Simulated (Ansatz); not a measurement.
**A hypothetical structure for Hf3Fe**

Starting from a made-up structure for Hf3Fe, the aim is the relaxed cell, its shortest contacts and, where a second run follows, its electronic structure.

Method: DFT, PBEsol, plane-wave PAW, files of the set soft_1, scalar-relativistic, ferromagnetic start, cell and ions relaxed at zero pressure; PAW set soft_1, in the first sound run; inputs show where later runs differ, in Ansatz 0.2.0.

### Step 1. The structure

The structure is hexagonal, space group P6_3/mmc (No. 194). Conventional cell: a = 5.949 Å, b = 5.949 Å, c = 4.816 Å, α = 90.00°, β = 90.00°, γ = 120.00°. Nearest to Hf lie 8 Hf at 2.90 to 3.05 Å and 4 Fe at 2.93 to 2.97 Å. Nearest to Fe lie 12 Hf at 2.93 to 2.97 Å. Farther neighbours are not listed.

### Step 2. Relaxation of the guess

The guessed cell has no reason to be at equilibrium. It is relaxed with the atoms, within the space group of the guess.

input.yaml reads:

```yaml
crystal:
  lattice:
    - [5.949, 0.0, 0.0]
    - [-2.9745, 5.151985127, 0.0]
    - [0.0, 0.0, 4.816]
  atoms:
    - { symbol: Hf, position: [0.171, 0.829, 0.75] }
    - { symbol: Hf, position: [0.171, 0.342, 0.75] }
    - { symbol: Hf, position: [0.658, 0.829, 0.75] }
    - { symbol: Hf, position: [0.829, 0.658, 0.25] }
    - { symbol: Hf, position: [0.342, 0.171, 0.25] }
    - { symbol: Hf, position: [0.829, 0.171, 0.25] }
    - { symbol: Fe, position: [0.666666667, 0.333333333, 0.75], spin: 3.0 }
    - { symbol: Fe, position: [0.333333333, 0.666666667, 0.25], spin: 3.0 }
magnetization:
  spin_polarized: true
kpoints:
  mp_grid: { grid: [5, 5, 6] }
scf:
  occupations: { method: fermi_dirac, width: 0.05 }
hamiltonian:
  xc: pbesol
  pseudopotentials: { kind: paw, azcp: { folder: soft_1 }, xc_functional: pbe }
relax:
  f_tol: 0.015
  max_steps: 70
  cell: {}
output:
  forces: true
  stress: true
```

Run with:

```sh
$ ansatz run input.yaml --threads 4 --pin off --max-ram 10240MiB --backend cpu --events-out ev --progress --plain --runs-dir out
```

Numbers of over 12 decimals in the logs are rounded to 6 here.

Output:

```text
Engine: ansatz 0.2.0, aarch64-unknown-linux-gnu
Pseudopotentials: kind: paw
Pseudopotential: Hf, paw, valence charge 26, recommended cutoff 420 eV (normal), soft_1/Hf.paw.azcp
Pseudopotential: Fe, paw, valence charge 16, recommended cutoff 420 eV (normal), soft_1/Fe.paw.azcp
Functional definition: PBEsol
  exchange = pbesol_x
  correlation = pbesol_c
Crystal: 8 atoms, lattice volume = 147.606 Å³
Basis set: ecut = 420 eV, 2837 PW (Γ), exchange–correlation on 80×80×72 points (8 copies of the dense FFT grid, shifted against one another)
Bands: 117, of which v1, the nominal top of the filled ones, is band 94 counted from 1 (93 counted from 0)
Symmetry: 24 space group operations
Space group: P63/mmc (ITA 194), of the structure as read, at distance tolerance 5.3e-5 Å
Magnetic group: BNS 194.263 (UNI 1493), of the structure as read, at distance tolerance 5.3e-5 Å
k-points: 20 of 150
Non-local potential: Hf, projectors of the file, l = 0: 3, l = 1: 2, l = 2: 2, l = 3: 3
Non-local potential: Fe, projectors of the file, l = 0: 3, l = 1: 2, l = 2: 3, l = 3: 1
PAW form: soft (Blöchl's): semilocal exchange-correlation on the pseudo side does not see the compensation charge
PAW frozen core: Hf, regenerated for the run's functional, and the local potential with it (the file was generated under x = pbe(κ = 0.804, μ = 0.219515), c = pbe(β = 0.066725))
PAW frozen core: Fe, regenerated for the run's functional, and the local potential with it (the file was generated under x = pbe(κ = 0.804, μ = 0.219515), c = pbe(β = 0.066725))
PAW one-centre angular grid: Hf, 590 points (default); XC on 64 Gauss nodes
PAW one-centre angular grid: Fe, 590 points (default); XC on 64 Gauss nodes
Initial density: superposition of atomic densities (chi_scale 0.1, normalization cell, long waves kept (reshape's long-wave potential 0.00 eV rms))
Starting moments: Σ|m| = 6 μB on 2 of 8 sites
Initial wavefunctions: pseudopotential atomic-orbital guess
Functional: x = pbesol(κ = 0.804, μ = 0.123457), c = pbesol(β = 0.046)
SCF iter   1: F=—  HF=-102493.292865 eV  |F-HF|=—  |Δ(HF+E_count)|=         —  Δρ=6.82e-2 (↑6.82e-2 ↓5.98e-2)  dr2=2.72e1  dr2_m=4.19e-2  M=5.939 μB ∫|m|=6.361 μB  β_m=0.30  ethr=3.10e-3  ⟨swp⟩=5.8  Hψ=15265  notcnv=0  defer=39
Mixer restart at iter 1: flushing history
preconditioner: auto → Kerker (q_TF=auto, 2.841 Å⁻¹)  [metal: Δε(μ)=0.019 eV  Ē_g=16.282 eV  σ=0.050 eV  W_gap=0.09  n_scr=58 (ndim 8)  ℏωp=38.7 eV  f_vac=0.000  D(μ)=11.17/eV (n_scr^D=136)]
spin=Collinear: Kerker preconditioning applied to the charge; magnetization (m = ρ↑ − ρ↓) channel mixes plain (no charge-response kernel on spin).
SCF iter   2: F=—  HF=-102488.784637 eV  |F-HF|=—  |Δ(HF+E_count)|=    4.51e0  Δρ=2.27e-2 (↑1.54e-2 ↓2.27e-2)  dr2=3.40e0  dr2_m=5.40e-2  M=5.896 μB ∫|m|=6.375 μB  β_m=0.34  ethr=3.10e-3  ⟨swp⟩=3.2  Hψ=10135  notcnv=0  defer=379
SCF iter   3: F=—  HF=-102488.047427 eV  |F-HF|=—  |Δ(HF+E_count)|=   7.37e-1  Δρ=1.03e-2 (↑1.03e-2 ↓9.03e-3)  dr2=6.39e-1  dr2_m=1.07e-2  M=5.718 μB ∫|m|=6.249 μB  β_m=0.53  ethr=1.81e-3  ⟨swp⟩=2.0  Hψ=6106  notcnv=0  defer=392
SCF iter   4: F=—  HF=-102488.516112 eV  |F-HF|=—  |Δ(HF+E_count)|=   4.69e-1  Δρ=1.39e-2 (↑4.11e-3 ↓1.39e-2)  dr2=3.91e-1  dr2_m=6.12e-2  M=5.229 μB ∫|m|=5.910 μB  β_m=0.54  ethr=3.40e-4  ⟨swp⟩=3.5  Hψ=9257  notcnv=0  defer=395
SCF iter   5: F=—  HF=-102488.921797 eV  |F-HF|=—  |Δ(HF+E_count)|=   4.06e-1  Δρ=7.10e-3 (↑6.13e-3 ↓7.10e-3)  dr2=5.15e-2  dr2_m=4.73e-2  M=4.821 μB ∫|m|=5.588 μB  β_m=0.65  ethr=2.08e-4  ⟨swp⟩=3.1  Hψ=8149  notcnv=0  defer=395
SCF iter   6: F=—  HF=-102489.093361 eV  |F-HF|=—  |Δ(HF+E_count)|=         —  Δρ=1.82e-2 (↑1.82e-2 ↓1.04e-2)  dr2=7.58e-2  dr2_m=2.68e-1  M=3.972 μB ∫|m|=4.677 μB  β_m=0.65  ethr=2.74e-5  ⟨swp⟩=3.1  Hψ=12516  notcnv=0  defer=413
Mixer restart at iter 6: flushing history
SCF iter   7: F=—  HF=-102489.060077 eV  |F-HF|=—  |Δ(HF+E_count)|=   3.33e-2  Δρ=6.50e-3 (↑5.12e-3 ↓6.50e-3)  dr2=1.42e-2  dr2_m=4.39e-2  M=3.984 μB ∫|m|=4.620 μB  β_m=0.79  ethr=2.74e-5  ⟨swp⟩=2.5  Hψ=9413  notcnv=0  defer=413
SCF iter   8: F=—  HF=-102489.074284 eV  |F-HF|=—  |Δ(HF+E_count)|=   1.42e-2  Δρ=7.92e-3 (↑7.92e-3 ↓1.42e-3)  dr2=6.60e-2  dr2_m=2.11e-2  M=3.916 μB ∫|m|=4.494 μB  β_m=0.68  ethr=7.56e-6  ⟨swp⟩=3.1  Hψ=11853  notcnv=0  defer=410
SCF iter   9: F=—  HF=-102489.046687 eV  |F-HF|=—  |Δ(HF+E_count)|=   2.76e-2  Δρ=9.86e-4 (↑4.88e-4 ↓9.86e-4)  dr2=3.66e-3  dr2_m=1.03e-4  M=3.944 μB ∫|m|=4.487 μB  β_m=0.56  ethr=7.56e-6  ⟨swp⟩=2.5  Hψ=9444  notcnv=0  defer=420
SCF iter  10: F=—  HF=-102489.046316 eV  |F-HF|=—  |Δ(HF+E_count)|=   3.71e-4  Δρ=5.51e-4 (↑2.55e-4 ↓5.51e-4)  dr2=1.25e-3  dr2_m=4.03e-5  M=3.944 μB ∫|m|=4.481 μB  β_m=0.78  ethr=1.95e-6  ⟨swp⟩=2.2  Hψ=7328  notcnv=0  defer=420
SCF iter  11: F=—  HF=-102489.046327 eV  |F-HF|=—  |Δ(HF+E_count)|=   1.04e-5  Δρ=3.84e-4 (↑3.84e-4 ↓5.24e-5)  dr2=2.32e-4  dr2_m=5.64e-5  M=3.951 μB ∫|m|=4.465 μB  β_m=0.71  ethr=6.63e-7  ⟨swp⟩=2.3  Hψ=7577  notcnv=0  defer=420
SCF iter  12: F=—  HF=-102489.046303 eV  |F-HF|=—  |Δ(HF+E_count)|=   2.32e-5  Δρ=1.91e-4 (↑6.61e-5 ↓1.91e-4)  dr2=2.31e-5  dr2_m=2.06e-5  M=3.956 μB ∫|m|=4.475 μB  β_m=0.86  ethr=1.23e-7  ⟨swp⟩=2.3  Hψ=8558  notcnv=0  defer=420
SCF iter  13: F=—  HF=-102489.046332 eV  |F-HF|=—  |Δ(HF+E_count)|=   2.85e-5  Δρ=4.34e-5 (↑2.00e-5 ↓4.34e-5)  dr2=3.27e-6  dr2_m=6.87e-7  M=3.961 μB ∫|m|=4.481 μB  β_m=0.93  ethr=1.23e-8  ⟨swp⟩=2.9  Hψ=7975  notcnv=0  defer=420
SCF iter  14: F=—  HF=-102489.046334 eV  |F-HF|=—  |Δ(HF+E_count)|=   1.72e-6  Δρ=1.90e-5 (↑7.71e-6 ↓1.90e-5)  dr2=4.61e-7  dr2_m=2.11e-7  M=3.964 μB ∫|m|=4.482 μB  β_m=0.96  ethr=1.74e-9  ⟨swp⟩=3.1  Hψ=8703  notcnv=0  defer=420
SCF iter  15: F=—  HF=-102489.046334 eV  |F-HF|=—  |Δ(HF+E_count)|=   7.19e-8  Δρ=6.51e-6 (↑2.81e-6 ↓6.51e-6)  dr2=3.67e-8  dr2_m=2.87e-8  M=3.964 μB ∫|m|=4.483 μB  β_m=0.98  ethr=2.45e-10  ⟨swp⟩=3.3  Hψ=7857  notcnv=0  defer=420
SCF iter  16: F=—  HF=-102489.046334 eV  |F-HF|=—  |Δ(HF+E_count)|=   1.10e-8  Δρ=2.25e-6 (↑2.25e-6 ↓2.06e-6)  dr2=8.77e-10  dr2_m=6.11e-9  M=3.964 μB ∫|m|=4.482 μB  β_m=0.99  ethr=1.95e-11  ⟨swp⟩=3.5  Hψ=9017  notcnv=0  defer=420
SCF iter  17: F=-102489.046334 eV  HF=-102489.046334 eV  |F-HF|=1.46e-11  |Δ(HF+E_count)|=  7.28e-10  Δρ=4.94e-7 (↑4.94e-7 ↓4.24e-7)  dr2=1.24e-10  dr2_m=2.70e-10  M=3.964 μB ∫|m|=4.482 μB  ethr=1.00e-12  ⟨swp⟩=8.2  Hψ=24656  notcnv=0
SCF 1 converged in 17 iterations: F = -102489.046334 eV  dr2 = 1.24e-10
[...]
relax step   7: F+E_penalty+E_count = -102489.30497845 eV  Δ(F+E_penalty+E_count) = -1.896e-2 eV  max|allowed force component| = 7.060e-2 eV/Å  Δτ_max = 0.0024 Å  P = +0.026 GPa  Ω = 146.936 Å³  energy of the carried Pulay correction = +2.935e-4 eV  (15 SCF iters, dr2 threshold 8.00e-7 eV, accepted)
relax step   8: F+E_penalty+E_count = -102489.30565245 eV  Δ(F+E_penalty+E_count) = -6.740e-4 eV  max|allowed force component| = 4.542e-3 eV/Å  Δτ_max = 0.0031 Å  P = -0.001 GPa  Ω = 147.049 Å³  energy of the carried Pulay correction = +2.440e-4 eV  (12 SCF iters, dr2 threshold 3.12e-7 eV, accepted)
relax step   9: F+E_penalty+E_count = -102489.30906113 eV  Δ(F+E_penalty+E_count) = -3.409e-3 eV  max|allowed force component| = 5.955e-3 eV/Å  Δτ_max = 0.0000 Å  P = +0.019 GPa  Ω = 147.049 Å³  stress off target by 5.51e-2 GPa  SCF on the basis re-selected at this cell (its energy is not comparable with the rows above)  (13 SCF iters)
relax step  10: F+E_penalty+E_count = -102489.30914912 eV  Δ(F+E_penalty+E_count) = -8.799e-5 eV  max|allowed force component| = 5.724e-5 eV/Å  Δτ_max = 0.0015 Å  P = +0.018 GPa  Ω = 147.117 Å³  energy of the carried Pulay correction = -3.482e-5 eV  (12 SCF iters, dr2 threshold 7.60e-9 eV, accepted)
iter 1 solved again at ethr=1.02e-8 eV; its pass at ethr=3.10e-3 eV (dr2=1.92e-5 eV) is discarded
SCF iter   1: F=—  HF=-102489.309210 eV  |F-HF|=—  |Δ(HF+E_count)|=         —  Δρ=3.21e-5 (↑3.21e-5 ↓3.21e-5)  dr2=1.39e-7  dr2_m=1.04e-11  M=-0.000 μB ∫|m|=0.000 μB  β_m=0.65  ethr=1.02e-8  ⟨swp⟩=8.7  Hψ=38991  notcnv=0
preconditioner: auto → Kerker (q_TF=auto, 2.728 Å⁻¹)  [metal: Δε(μ)=0.039 eV  Ē_g=16.321 eV  σ=0.050 eV  W_gap=0.19  n_scr=44 (ndim 8)  ℏωp=38.7 eV  f_vac=0.000  D(μ)=7.17/eV (n_scr^D=58)]
spin=Collinear: Kerker preconditioning applied to the charge; magnetization (m = ρ↑ − ρ↓) channel mixes plain (no charge-response kernel on spin).
SCF iter   2: F=—  HF=-102489.309209 eV  |F-HF|=—  |Δ(HF+E_count)|=   8.33e-7  Δρ=1.16e-5 (↑1.16e-5 ↓1.16e-5)  dr2=1.83e-8  dr2_m=5.71e-12  M=-0.000 μB ∫|m|=0.000 μB  β_m=0.61  ethr=7.40e-11  ⟨swp⟩=5.5  Hψ=10799  notcnv=0
SCF iter   3: F=—  HF=-102489.309209 eV  |F-HF|=—  |Δ(HF+E_count)|=   7.75e-8  Δρ=1.88e-6 (↑1.88e-6 ↓1.86e-6)  dr2=1.22e-9  dr2_m=9.01e-12  M=-0.000 μB ∫|m|=0.000 μB  β_m=0.53  ethr=9.73e-12  ⟨swp⟩=3.2  Hψ=8599  notcnv=0
SCF iter   4: F=—  HF=-102489.309209 eV  |F-HF|=—  |Δ(HF+E_count)|=   1.96e-8  Δρ=3.17e-7 (↑2.08e-7 ↓3.17e-7)  dr2=2.18e-10  dr2_m=7.63e-12  M=-0.000 μB ∫|m|=0.000 μB  β_m=0.76  ethr=1.00e-12  ⟨swp⟩=3.5  Hψ=9041  notcnv=0
SCF iter   5: F=—  HF=-102489.309209 eV  |F-HF|=—  |Δ(HF+E_count)|=   1.12e-9  Δρ=3.27e-7 (↑1.64e-7 ↓3.27e-7)  dr2=4.46e-10  dr2_m=1.22e-11  M=-0.000 μB ∫|m|=0.000 μB  β_m=0.88  ethr=1.00e-12  ⟨swp⟩=2.0  Hψ=5470  notcnv=0
SCF iter   6: F=—  HF=-102489.309209 eV  |F-HF|=—  |Δ(HF+E_count)|=  7.57e-10  Δρ=1.05e-7 (↑8.16e-8 ↓1.05e-7)  dr2=1.17e-10  dr2_m=6.59e-13  M=-0.000 μB ∫|m|=0.000 μB  β_m=0.92  ethr=1.00e-12  ⟨swp⟩=2.0  Hψ=5557  notcnv=0
SCF iter   7: F=—  HF=-102489.309209 eV  |F-HF|=—  |Δ(HF+E_count)|=  7.28e-11  Δρ=5.94e-8 (↑4.42e-8 ↓5.94e-8)  dr2=2.32e-11  dr2_m=1.24e-12  M=-0.000 μB ∫|m|=0.000 μB  β_m=0.96  ethr=1.00e-12  ⟨swp⟩=1.4  Hψ=4785  notcnv=0
SCF iter   8: F=-102489.309209 eV  HF=-102489.309209 eV  |F-HF|=0.00e0  |Δ(HF+E_count)|=  1.46e-11  Δρ=3.75e-8 (↑3.00e-8 ↓3.75e-8)  dr2=4.54e-12  dr2_m=2.16e-14  M=-0.000 μB ∫|m|=0.000 μB  ethr=1.00e-12  ⟨swp⟩=8.9  Hψ=21371  notcnv=0
the starting moments were not kept: the SCF closed with an absolute magnetisation of 2.3e-6 μB, where they sum to 6 μB in size (2 sites). That is at most 0.1 of that sum. Measured as dr2_m measures the in/out step, that magnetisation stands 2.5e-12 eV from none, at or under the dr2_threshold of 8.0e-11 eV: it is no larger than a step whose dr2_m would equal this threshold.
SCF 11 converged in 8 iterations: F = -102489.309209 eV  dr2 = 4.54e-12
relax step  11: F+E_penalty+E_count = -102489.30920912 eV  Δ(F+E_penalty+E_count) = -6.000e-5 eV  max|allowed force component| = 3.886e-5 eV/Å  Δτ_max = 0.0000 Å  P = +0.018 GPa  Ω = 147.117 Å³  stress off target by 3.65e-2 GPa  SCF on the basis re-selected at this cell (its energy is not comparable with the rows above)  (8 SCF iters)
basis re-selected at this cell: Δ(F+E_penalty+E_count) = -6.000e-5 eV, ΔP = -0.001 GPa vs the last step (what re-selecting the basis moved, of the pressure what is left beyond the Pulay correction that the steps carried, after the strain that the cell walked since its last selection, with what the two solves' SCF thresholds leave and, on support functions, any second-order correction that the steps lacked; it is no m [...]
SCF converged after 8 iterations
Magnetization: -0.0000 μB (94.0000 up, 94.0000 down)
Absolute magnetization: 0.0000 μB (∫|ρ↑−ρ↓|, with the PAW one-centre terms)
Spin contamination: 0.0000 ħ² per cell (⟨S²⟩ above its minimum at these occupations)
Per-site moments (μB) at R_I (Å): [(3.167572668725994e-8, 1.118158), (3.1675726126760794e-8, 1.118158), (3.167572677852076e-8, 1.118158), (3.1675726417205056e-8, 1.118158), (3.16757266710837e-8, 1.118158), (3.167572720146694e-8, 1.118158), (-8.88700763319887e-7, 1.118158), (-8.887007630612383e-7, 1.118158)]
Free energy (F): -102489.309209 eV
Harris-Foulkes:  -102489.309209 eV  (|F-HF|=0.00e0)
Internal energy: -102489.249915 eV  (E = F + TS)
E sigma→0 (E₀):  -102489.279562 eV
Entropy (-TS):   -0.059294 eV (-7.412 meV/atom)
Fermi energy:    19.282690 eV
--- Per-component energies (eV) ---
  E_band       = -259.426197
  E_kinetic    = 3141.014867
  E_local      = -41331.961964  (includes V_loc(G=0)·N_el)
  E_nonlocal   = 964.208206
  E_hartree    = 19902.914118
  E_xc         = -1815.465975
  E_vxc        = -1821.482731  (∫ρ·V_xc dr)
  E_paw        = -48153.775995  (= ΣΔE_a)
  E_vpaw       = -1017.031675  (= ΣTr[D̂ρ^β])
  E_aug_tail   = -0.001376  (compensation charges beyond the density's cutoff)
  E_ewald      = -35204.046537
  E_core_change = 7.864741  (= ΣΔE_core)
  E_smearing   = -0.059294  (= −TS)
  E_closure    = -0.000000  (closes the sum)
  Σ components = -102489.309209   (vs F -102489.309209, Δ=0.00e0)
--- Forces (eV/Å), atoms counted from 1 ---
  atom   1  Hf    -0.00003365     0.00001943     0.00000000
  atom   2  Hf     0.00000000    -0.00003886     0.00000000
  atom   3  Hf     0.00003365     0.00001943     0.00000000
  atom   4  Hf     0.00000000     0.00003886    -0.00000000
  atom   5  Hf    -0.00003365    -0.00001943    -0.00000000
  atom   6  Hf     0.00003365    -0.00001943    -0.00000000
  atom   7  Fe    -0.00000000    -0.00000000     0.00000000
  atom   8  Fe    -0.00000000     0.00000000    -0.00000000
  max |Σ_I F_I| component: 2.31e-17 eV/Å
--- Stress (GPa, compression-positive) ---
        0.008405       0.000000      -0.000000
       -0.000000       0.008405       0.000000
       -0.000000       0.000000       0.036492
  P = ⅓ Tr σ = 0.0178 GPa (0.178 kbar)
--- Relaxed structure (9 steps of the walk, 8 accepted, 2 SCFs on fresh bases) ---
  F+E_penalty+E_count = -102489.30920912 eV   max|allowed force component| = 3.886e-5 eV/Å   (the final SCF, on the basis selected at the relaxed cell)
  cell:  # Å, volume = 147.1171 Å³
    - [6.296766, 0, 0]
    - [-3.148383, 5.453159, -4.948511087306987e-18]
    - [0, -4.625795457232816e-18, 4.284474]
  atoms:
    - { symbol: Hf, position: [0.181044, 0.818956, 0.75] }
    - { symbol: Hf, position: [0.181044, 0.362088, 0.75] }
    - { symbol: Hf, position: [0.637912, 0.818956, 0.75] }
    - { symbol: Hf, position: [0.818956, 0.637912, 0.25] }
    - { symbol: Hf, position: [0.362088, 0.181044, 0.25] }
    - { symbol: Hf, position: [0.818956, 0.181044, 0.25] }
    - { symbol: Fe, position: [0.666667, 0.333333, 0.75] }
    - { symbol: Fe, position: [0.333333, 0.666667, 0.25] }
```

Elapsed: 4.4 min, on 4 threads of Arm Neoverse V1, shared host; peak memory 0.98 GiB.

Step by step:

| step | energy less that of the first step (eV) | largest force component (eV/Å) | pressure (GPa) | volume (Å³) |
| --- | --- | --- | --- | --- |
| 1 | 0.0000 | 0.5441 | 0.43 | 147.61 |
| 2 | 0.3887 | 1.6983 | -2.51 | 151.50 |
| 3 | -0.0674 | 0.0030 | -0.37 | 147.97 |
| 4 | -0.0783 | 0.0342 | 0.01 | 147.29 |
| 5 | -0.1673 | 0.1877 | -0.83 | 146.74 |
| 6 | -0.2397 | 0.1346 | 2.33 | 144.48 |
| 7 | -0.2586 | 0.0706 | 0.03 | 146.94 |
| 8 | -0.2593 | 0.0045 | 0.00 | 147.05 |
| 9* | -0.2627 | 0.0060 | 0.02 | 147.05 |
| 10 | -0.2628 | 0.0001 | 0.02 | 147.12 |
| 11* | -0.2629 | 0.0000 | 0.02 | 147.12 |

Relaxation steps marked * repeat the geometry before them on a plane-wave basis chosen anew for their cell, so energy and pressure can jump there. Relaxation step 2 was tried and not accepted.

Forces are held to the 24 operations that the run works with; a distortion that breaks them can't arise in this run.

| conventional cell, symmetrised | before | after | change |
| --- | --- | --- | --- |
| a (Å) | 5.949 | 6.297 | +5.8 % |
| b (Å) | 5.949 | 6.297 | +5.8 % |
| c (Å) | 4.816 | 4.284 | -11.0 % |
| volume (Å³/atom) | 18.45 | 18.39 | -0.3 % |

The atoms that moved most (Å, as changes of fractional coordinates times the final cell):

| atom | dx | dy | dz | length |
| --- | --- | --- | --- | --- |
| Hf6 | -0.095 | 0.055 | 0.000 | 0.110 |
| Hf1 | 0.095 | -0.055 | 0.000 | 0.110 |
| Hf3 | -0.095 | -0.055 | 0.000 | 0.110 |
| Hf5 | 0.095 | 0.055 | 0.000 | 0.110 |
| Hf4 | 0.000 | -0.110 | 0.000 | 0.110 |
| Hf2 | 0.000 | 0.110 | 0.000 | 0.110 |

Numbers from this step:

* free energy: -102489.3092 eV
* energy at zero smearing: -102489.2796 eV
* smearing term TS: 0.05929 eV
* Fermi energy: 19.28 eV
* electrons: 188
* symmetry operations: 24
* pressure: 0.01777 GPa

Shortest distances by pair of elements, guess and relaxed (not always the same contact):

| pair | guess (Å) | relaxed (Å) |
| --- | --- | --- |
| Fe–Hf | 2.932 | 2.711 |
| Hf–Hf | 2.897 | 2.877 |
| Fe–Fe | 4.195 | 4.220 |

The relaxation ends with a largest force component of 3.9e-5 eV/Å and a pressure of 0.02 GPa. The starting moments have collapsed: the run ends non-magnetic.

(Part 1 of 2 ends here.)

[Logs are printed without paths, hosts, clocks, repeated set-up lines and the standing remarks that a program may print on its own settings, such as how far it seeks lower states.]

[Hosts, paths, dates, database ids (printed as entryN), source tags and the programs' standing remarks are cut or masked in the printed files.]
